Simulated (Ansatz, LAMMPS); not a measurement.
# Static equation of state of glassy 69CaO-31Al2O3 (mol %) (141 atoms)

Density of this cell: 3.20 g/cm³. The cell holds 141 atoms: 33 Ca, 30 Al and 78 O. Cell: a = 12.262 Å, b = 11.917 Å, c = 12.000 Å, α = 88.4°, β = 90.5°, γ = 91.5°. The starting structure: 141 atoms (33 Ca, 30 Al, 78 O) placed at random at 3.31 g/cm³, melted at 4000 K for 10 ps at fixed volume with the Morse and Coulomb pair potential with partial charges (Pedone, Malavasi, Menziani, Cormack and Segre, J. Phys. Chem. B 110, 11780 (2006)). Quenched from 4000 K to 300 K at 30 K/ps and fixed volume, held 10 ps at zero pressure, then minimised at fixed cell.

Calculated with Ansatz 0.2.0: Kohn-Sham DFT, PBEsol, PAW (set soft_2), plane waves; cutoff 420 eV, Γ point, fixed occupations. Cell and atoms were relaxed first, to V0 = 12.427 Å³ an atom at a residual P0 = 0.003 GPa. The cell was then scaled evenly, and the atoms were relaxed at each volume.

| volume (Å³/atom) | pressure (GPa) |
| --- | --- |
| 11.184 | 10.63 |
| 11.681 | ? |
| 12.054 | 2.758 |
| 12.800 | -2.446 |
| 13.172 | -4.482 |

**Question.** Fit the third-order Birch–Murnaghan equation to the rows given and interpolate to the withheld row.

**Working.**

Take the Eulerian strain f = ½[(V0/V)^(2/3) − 1] and the normalised pressure F = (P − P0) / [3f(1 + 2f)^(5/2)]. The third-order Birch–Murnaghan equation is then the line F = B0 + (3/2)B0(B′ − 4) f, so u = f and v = F.

```
      u = f  v = F (GPa)
  0.0363829      81.6907
  0.0102570      85.1081
-0.00975631      87.9004
 -0.0190507      86.4701
```

With n = 4: mean u = 0.00445822, mean v = 85.2923, Σ(u − ū)² = 0.0018075, Σ(u − ū)(v − v̄) = -0.18081. Slope b = -0.18081 / 0.0018075 = -100.03; intercept a = v̄ − b ū = 85.738.

So B0 = a = 85.7 GPa and B′ = 4 + 2b/(3a) = 3.22. At the withheld volume f = 0.02106, F = a + b f = 83.63 GPa, and P = P0 + 3f(1 + 2f)^(5/2) F.

Prediction at 11.681: 5.860 GPa. The run gave 5.355 GPa, so the fit is high by 0.50 GPa (9.4 % of the value).

The series isn't one smooth equation of state: even a line fitted to all rows, the withheld one included, misses F by up to 6.7 %, the count of bonds changes along the series and an atom moves over 0.5 Å in some relaxation. B0 and B′ are then only the numbers of this fit, not moduli of the material. Among the rows given, the largest miss of the fit is at 13.172, by 0.061 GPa (0.40 % of the range of the table).

Limits: Static cells at zero temperature; the cell shape is held. The program notes that the SCF threshold of these relaxations is loose for the stress. The quench rate of 30 K/ps is many orders above laboratory rates, so the cell is likely richer in defects and strain than a real sample. The network of bonds at the start is that of the classical potential that made the cell, and needn't be the one that DFT or experiment would give. Only the Γ point is sampled, in a cell whose shortest periodic width is 12 Å.

[Logs are printed without paths, hosts, clocks, repeated set-up lines and the standing remarks that a program may print on its own settings, such as how far it seeks lower states.]

[Hosts, paths, dates, database ids (printed as entryN), source tags and the programs' standing remarks are cut or masked in the printed files.]
